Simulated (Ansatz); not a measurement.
Planning a run of Ansatz 0.2.0 on Bi2Te3 (Tellurobismuthite). The input:

```yaml
crystal:
  lattice:
    - [2.193, 1.2661291403, 10.1656666667]
    - [-2.193, 1.2661291403, 10.1656666667]
    - [0.0, -2.5322582807, 10.1656666667]
  atoms:
    - { symbol: Bi, position: [0.4, 0.4, 0.4] }
    - { symbol: Bi, position: [0.6, 0.6, 0.6] }
    - { symbol: Te, position: [0.0, 0.0, 0.0] }
    - { symbol: Te, position: [0.2095, 0.2095, 0.2095] }
    - { symbol: Te, position: [0.7905, 0.7905, 0.7905] }
kpoints:
  mp_grid: { grid: [4, 4, 4] }
  band_path:
    path:
      - [0.0, 0.0, 0.0]
      - [0.5, 0.5, 0.5]
      - [0.82299161, 0.17700839, 0.5]
      - [0.5, -0.17700839, 0.17700839]
      - [0.5, 0.0, 0.0]
      - [0.3385042, -0.3385042, 0.0]
      - [0.6614958, 0.0, 0.3385042]
      - [0.5, 0.0, 0.5]
    npoints: 1
hamiltonian:
  xc: hse06
scf:
  occupations: { method: fermi_dirac, width: 0.02 }
  n_extra_bands: 10
magnetization:
  noncollinear: true
  spin_orbit: true
output:
  eigenvalues: true
  write_density: true
  write_potential: true
  elf: true
  volumetric_format: npy
```

```sh
ansatz run input.yaml --threads 3 --pin off --max-ram 92160MiB --backend cuda --events-out ev --progress --plain --runs-dir out --devices 1 --max-vram 13GiB
```

How long will it take on 1 × NVIDIA H100 80GB HBM3 (shared by 6 runs) with 3 threads of AMD EPYC 7R13 (Zen 3), shared host, and how much memory?

It took 3.9 min; on shared hardware allow 1.9 min to 7.8 min. Peak host memory was 3.2 GiB. The sizes that set the cost: 3345 plane waves a state, 13 irreducible k points and 18 SCF cycles.

Exact exchange couples every pair of k points and filled bands, so it costs far more than a semilocal run.

[Paths, hosts, dates, memory and timing lines, banners, echoed tables and standing remarks are left out of the program output.]

[Logs are printed without paths, hosts, clocks, repeated set-up lines and the standing remarks that a program may print on its own settings, such as how far it seeks lower states.]

[Runs of the session that timed out or met a known fault of the program may be left out.]

[Cells called generated may have been cut or substituted from an entry of the Crystallography Open Database or the Materials Project.]

[Hosts, paths, dates, database ids (printed as entryN), source tags and the programs' standing remarks are cut or masked in the printed files.]
